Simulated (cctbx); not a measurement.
## Accept or mend?

Cell a = 3.7680 Å, b = 3.7680 Å, c = 8.0710 Å, α = 90.00°, β = 90.00°, γ = 90.00°; space group P4/nmm (no. 129, origin choice 1). The compound is LuGaNiC.

Simulated single-crystal data (cctbx): Mo Kα, λ = 0.71073 Å, to d = 0.65 Å, 95 % of the full sphere, strongest reflection 40000 counts, noise from counting, a 6 % proportional error and a noise floor of 15 counts (s.d.); no absorption.

An anisotropic refinement with weights 1/σ² prints:

```text
Rint 0.047, 160 unique reflections to 0.65 A
cycle     R1     wR2    GooF  max shift (A)
   1  0.0229  0.0748   3.104   0.01081
   2  0.0102  0.0245   1.016   0.00002
final R1 0.0102 wR2 0.0245 GooF 1.016  parameters 11  data/parameter 14.5
atom        x        y        z      Ueq    occ   su(xyz)  su(Uiso or U11)
Lu1    0.50000  0.00000  0.16149   0.0073  1.000  0.00003  0.0001
Ga1    0.00000  0.50000  0.34573   0.0068  1.000  0.00008  0.0002
Ni1    0.50000  0.50000  0.50000   0.0105  1.000  0.00000  0.0002
C1     0.50000  0.00000  0.85248   0.0142  1.000  0.00074  0.0015
difference map: max 1.04 min -1.46 rms 0.25
Q1    0.0000  0.5000  0.3461    2    1.05  0.00 A from Ga1
Q2    0.2287  0.2713  0.0685    8    0.96  1.38 A from C1
Q3    0.0000  0.5000  0.5884    2    0.90  1.96 A from Ga1
Q4    0.0000  0.0000  0.5408    4    0.86  0.33 A from Ni1
Q5    0.2578  0.2422  0.3004    8    0.84  1.42 A from Ga1
Q6    0.0000  0.5000  0.4708    2    0.79  1.01 A from Ga1
```

**Question.** Can this result stand? If not, what is the likely fault?

It can stand. The set-up had a fault (anomalous dispersion left out), but the figures of merit move little: R1 = 0.0102, wR2 = 0.0245, GooF = 1.02 against R1 = 0.0096, wR2 = 0.0221, GooF = 0.92 for the right model.

The compound is LuGaNiC. The right model at the same level gives:

```text
Rint 0.047, 160 unique reflections to 0.65 A
cycle     R1     wR2    GooF  max shift (A)
   1  0.0201  0.0654   2.715   0.00947
   2  0.0096  0.0221   0.916   0.00001
final R1 0.0096 wR2 0.0221 GooF 0.916  parameters 11  data/parameter 14.5
atom        x        y        z      Ueq    occ   su(xyz)  su(Uiso or U11)
Lu1    0.50000  0.00000  0.16151   0.0073  1.000  0.00003  0.0001
Ga1    0.00000  0.50000  0.34573   0.0079  1.000  0.00007  0.0001
Ni1    0.50000  0.50000  0.50000   0.0120  1.000  0.00000  0.0002
C1     0.50000  0.00000  0.85231   0.0145  1.000  0.00067  0.0013
difference map: max 1.07 min -1.66 rms 0.24
Q1    0.0000  0.5000  0.5870    2    1.11  1.95 A from Ga1
Q2    0.0000  0.5000  0.4683    2    0.98  0.99 A from Ga1
Q3    0.0000  0.5000  0.2350    2    0.87  0.70 A from C1
Q4    0.2596  0.2404  0.3018    8    0.86  1.43 A from Ga1
Q5    0.2347  0.2653  0.0683    8    0.77  1.41 A from C1
Q6    0.0000  0.5000  0.6822    2    0.74  1.26 A from Lu1
```

The model was made for the exercise: a known structure type with other elements put in, its volume estimated, not relaxed; displacement parameters are assumed.

[Middle refinement cycles are left out of these outputs.]

[Logs are printed without paths, hosts, clocks, repeated set-up lines and the standing remarks that a program may print on its own settings, such as how far it seeks lower states.]
